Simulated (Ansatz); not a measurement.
# Starting-point dependence of the GW gap of Cs3Bi2Br9 (P-3m1)

One-shot GW is not self-consistent; how far does the start matter for Cs3Bi2Br9 (P-3m1)?

Main program and level: Ansatz 0.2.0; G0W0 on several functionals, plane waves, PAW.

Report form: the programs' logs are mostly left out.

In doubt: masses and optical values from hybrid runs of this build are listed as unsure (steps 3, 4), which bears on the screening that GW takes from such a start.

## Step 1: The structure

The structure is trigonal, space group P-3m1 (No. 164). The conventional cell has a = 7.972 Å, b = 7.972 Å, c = 9.867 Å, α = 90.00°, β = 90.00°, γ = 120.00°. Nearest to Cs lie 12 Br at 3.96 to 4.01 Å. Nearest to Cs lie 12 Br at 3.99 to 4.07 Å. Nearest to Bi lie 6 Br at 2.71 to 2.98 Å. Nearest to Br lie 2 Bi at 2.98 Å and 4 Cs at 3.99 to 4.01 Å. Br has 1 Bi at 2.71 Å and 4 Cs at 3.96 to 4.07 Å nearest. Farther neighbours and most contacts between anions are not listed.

As a file:

```cif
data_structure
_symmetry_space_group_name_H-M 'P-3m1'
_symmetry_Int_Tables_number 164
_cell_length_a 7.9720
_cell_length_b 7.9720
_cell_length_c 9.8670
_cell_angle_alpha 90.000
_cell_angle_beta 90.000
_cell_angle_gamma 120.000
_cell_volume 543.06
loop_
_atom_site_label
_atom_site_type_symbol
_atom_site_symmetry_multiplicity
_atom_site_Wyckoff_symbol
_atom_site_fract_x
_atom_site_fract_y
_atom_site_fract_z
_atom_site_occupancy
Cs1 Cs 2 d 0.66667 0.33333 0.66690 1
Cs2 Cs 1 a 0.00000 0.00000 0.00000 1
Bi1 Bi 2 d 0.66667 0.33333 0.19180 1
Br1 Br 3 e 0.50000 0.50000 0.00000 1
Br2 Br 6 i 0.33530 0.16765 0.33940 1
```

The cell and positions come from the Crystallography Open Database and are kept as given unless a step says otherwise. Spin-orbit coupling is left out unless a step names it. The default PAW set here is soft_2. Its files were made with PBE.

## Step 2: G0W0 on r2SCAN

Now the one-shot GW correction: screening in the RPA, then the self-energy of the levels asked for.

This step: G0W0 on r2SCAN, plane waves, PAW.

input.yaml reads:

```yaml
crystal:
  lattice:
    - [7.972, 0.0, 0.0]
    - [-3.986, 6.903954519, 0.0]
    - [0.0, 0.0, 9.867]
  atoms:
    - { symbol: Cs, position: [0.6666666667, 0.3333333333, 0.6669] }
    - { symbol: Cs, position: [0.3333333333, 0.6666666667, 0.3331] }
    - { symbol: Cs, position: [0.0, 0.0, 0.0] }
    - { symbol: Bi, position: [0.6666666667, 0.3333333333, 0.1918] }
    - { symbol: Bi, position: [0.3333333333, 0.6666666667, 0.8082] }
    - { symbol: Br, position: [0.5, 0.5, 0.0] }
    - { symbol: Br, position: [0.5, 0.0, 0.0] }
    - { symbol: Br, position: [0.0, 0.5, 0.0] }
    - { symbol: Br, position: [0.3353, 0.16765, 0.3394] }
    - { symbol: Br, position: [0.83235, 0.16765, 0.3394] }
    - { symbol: Br, position: [0.83235, 0.6647, 0.3394] }
    - { symbol: Br, position: [0.16765, 0.3353, 0.6606] }
    - { symbol: Br, position: [0.16765, 0.83235, 0.6606] }
    - { symbol: Br, position: [0.6647, 0.83235, 0.6606] }
kpoints:
  mp_grid: { grid: [3, 3, 2] }
hamiltonian:
  xc: r2scan
scf:
  occupations: { method: fixed }
gw:
  n_empty_bands: 1052
  ecut_chi: 90.0
  qp_bands: [v4, c4]
  qp_kpoints: band_edges
  screening: { model: contour_deformation }
```

Started as:

```bash
> ansatz run input.yaml --threads 2 --pin off --max-ram 92160MiB --backend cuda --events-out ev --progress --plain --runs-dir out --devices 1 --max-vram 13GiB  # rebuilt from the run's record
```

Elapsed: 65 s, on 1 × NVIDIA H100 80GB HBM3 (shared by 6 runs) with 2 threads of AMD EPYC 7R13 (Zen 3), shared host; peak memory 5.2 GiB; 1.8 min of CPU time.

Numbers from this step:

| Property | Result |
| --- | --- |
| bands summed | 1112 |
| RPA ε∞ on this mesh (eigenvalues) | 3.392, 3.392, 3.398 |
| plane waves in the screening matrix | 1059 |
| q-points in the mesh | 18 |
| G0W0 gap on the mesh | 4.025 eV |
| k of the valence top | 0, 0, 0 |
| k of the conduction bottom | 0, 0, 0 |
| starting gap on the mesh | 2.892 eV |
| Z at the valence top | 0.7909 |
| Z at the conduction bottom | 0.8154 |
| least direct G0W0 gap on the computed points | 4.025 eV |

The gap on the mesh goes from 2.89 eV to 4.02 eV, a correction of +1.13 eV. Between the two edge states, bare exchange in place of the xc potential would open the gap by 5.34 eV, and correlation takes back 4.20 eV.

## Step 3: G0W0 on HSE06

The same correction from a different start measures what one shot leaves open.

This step: G0W0 on HSE06, plane waves, PAW.

input.yaml, as its differences from that of step 2:

```diff
@@ -23,3 +23,3 @@
 hamiltonian:
-  xc: r2scan
+  xc: hse06
 scf:
```

Run time: 4.2 min. Hardware: 1 × NVIDIA H100 80GB HBM3 (shared by 6 runs) with 2 threads; peak memory 4.5 GiB; 5.5 min of CPU time.

Numbers from this step:

```yaml
bands_summed: 1112
rpa_eps_infinity_on_this_mesh_eigenvalues: 3.201, 3.201, 3.210
plane_waves_in_the_screening_matrix: 1059
q_points_in_the_mesh: 18
g0w0_gap_on_the_mesh: 4.176 eV
k_of_the_valence_top: 0, 0, 0
k_of_the_conduction_bottom: 0, 0, 0
starting_gap_on_the_mesh: 3.236 eV
z_at_the_valence_top: 0.8064
z_at_the_conduction_bottom: 0.8278
least_direct_g0w0_gap_on_the_computed_points: 4.176 eV
```

Against the run with 3×3×2 mesh, 1052 empty bands, screening to 90 eV on r2SCAN, the gap moves by +0.15 eV, while the start moved by +0.34 eV.

## Step 4: G0W0 on PBE0

This step: G0W0 on PBE0, plane waves, PAW.

input.yaml, as its differences from that of step 3:

```diff
@@ -23,3 +23,3 @@
 hamiltonian:
-  xc: hse06
+  xc: pbe0
 scf:
```

Wall time 4.6 min (1 × NVIDIA H100 80GB HBM3 (shared by 6 runs) with 2 threads); peak memory 4.6 GiB; 5.7 min of CPU time.

This step gave:

- bands summed: 1112
- RPA ε∞ on this mesh (eigenvalues): 3.006, 3.006, 3.017
- plane waves in the screening matrix: 1059
- G0W0 gap on the mesh: 4.365 eV
- k of the valence top: 0, 0, 0
- k of the conduction bottom: 0, 0, 0
- starting gap on the mesh: 3.891 eV
- least direct G0W0 gap on the computed points: 4.365 eV

Against the run with 3×3×2 mesh, 1052 empty bands, screening to 90 eV on HSE06, the gap moves by +0.19 eV, while the start moved by +0.65 eV.

## Step 5: Side by side

All on the 3×3×2 mesh with 1052 empty bands and screening to 90 eV. Times are wall times on 1 × NVIDIA H100 80GB HBM3 (shared by 6 runs) with 2 threads of AMD EPYC 7R13 (Zen 3), shared host, good to a factor of about two.

```
 start  starting gap (eV)  shift (eV)  G0W0 gap (eV)  RPA ε∞ (harmonic mean)  Z (valence, conduction)     time
r2SCAN               2.89       +1.13           4.02                    3.39               0.79, 0.82     65 s
 HSE06               3.24       +0.94           4.18                    3.20               0.81, 0.83  4.2 min
  PBE0               3.89       +0.47           4.36                    3.01               0.82, 0.84  4.6 min
```

The parts of the quasiparticle energy at the two band edges (eV; QP = start + Σx + Σc − Vxc):

```
   run               edge  start      Σx     Σc     Vxc     Z    QP
r2SCAN        valence top   2.70  -18.90   1.24  -17.14  0.79  2.17
r2SCAN  conduction bottom   5.59   -9.57  -2.97  -13.15  0.82  6.19
 HSE06        valence top   2.47  -18.83   1.12  -17.30  0.81  2.06
 HSE06  conduction bottom   5.71   -9.36  -2.93  -12.82  0.83  6.24
  PBE0        valence top   2.14  -18.85   1.03  -17.64  0.82  1.96
  PBE0  conduction bottom   6.03   -9.33  -2.84  -12.47  0.84  6.33
```

For a hybrid start, Vxc holds its share of exact exchange.

## Step 6: Outcome

| Item | Value |
| --- | --- |
| G0W0@r2SCAN | 4.02 eV (start 2.89 eV) |
| G0W0@HSE06 | 4.18 eV (start 3.24 eV) |
| G0W0@PBE0 | 4.36 eV (start 3.89 eV) |
| known limits | not at the basis limit; no spin-orbit coupling |

**Reading.** The starting gaps span 1.00 eV and the G0W0 gaps 0.34 eV. Between r2SCAN and PBE0, 0.34 eV of the 1.00 eV survives, 34 %. PBE0 screens less than r2SCAN (ε∞ 3.01 against 3.39). Of the 0.34 eV by which its G0W0 gap is higher, the correlation part gives +0.33 eV, and exchange with the one-particle terms, which follow the orbitals, +0.01 eV. The smallest correction, +0.47 eV, is on PBE0, the start nearest to reproducing itself. Bands and cutoff are finite, so the gap is not at the basis limit. The miss can reach some tenths of an eV and take either sign; the mesh is an error of its own. Where an edge is built on 6p states of lead, bismuth or thallium, scalar-relativistic gaps usually stand too wide, by a few tenths to over one eV. The many-body steps are scalar-relativistic: spin-orbit coupling is not in them.

[Paths, hosts, dates, memory and timing lines, banners, echoed tables and standing remarks are left out of the program output.]

[Logs are printed without paths, hosts, clocks, repeated set-up lines and the standing remarks that a program may print on its own settings, such as how far it seeks lower states.]

[Runs of the session that timed out or met a known fault of the program may be left out.]

[Cells called generated may have been cut or substituted from an entry of the Crystallography Open Database or the Materials Project.]

[Hosts, paths, dates, database ids (printed as entryN), source tags and the programs' standing remarks are cut or masked in the printed files.]
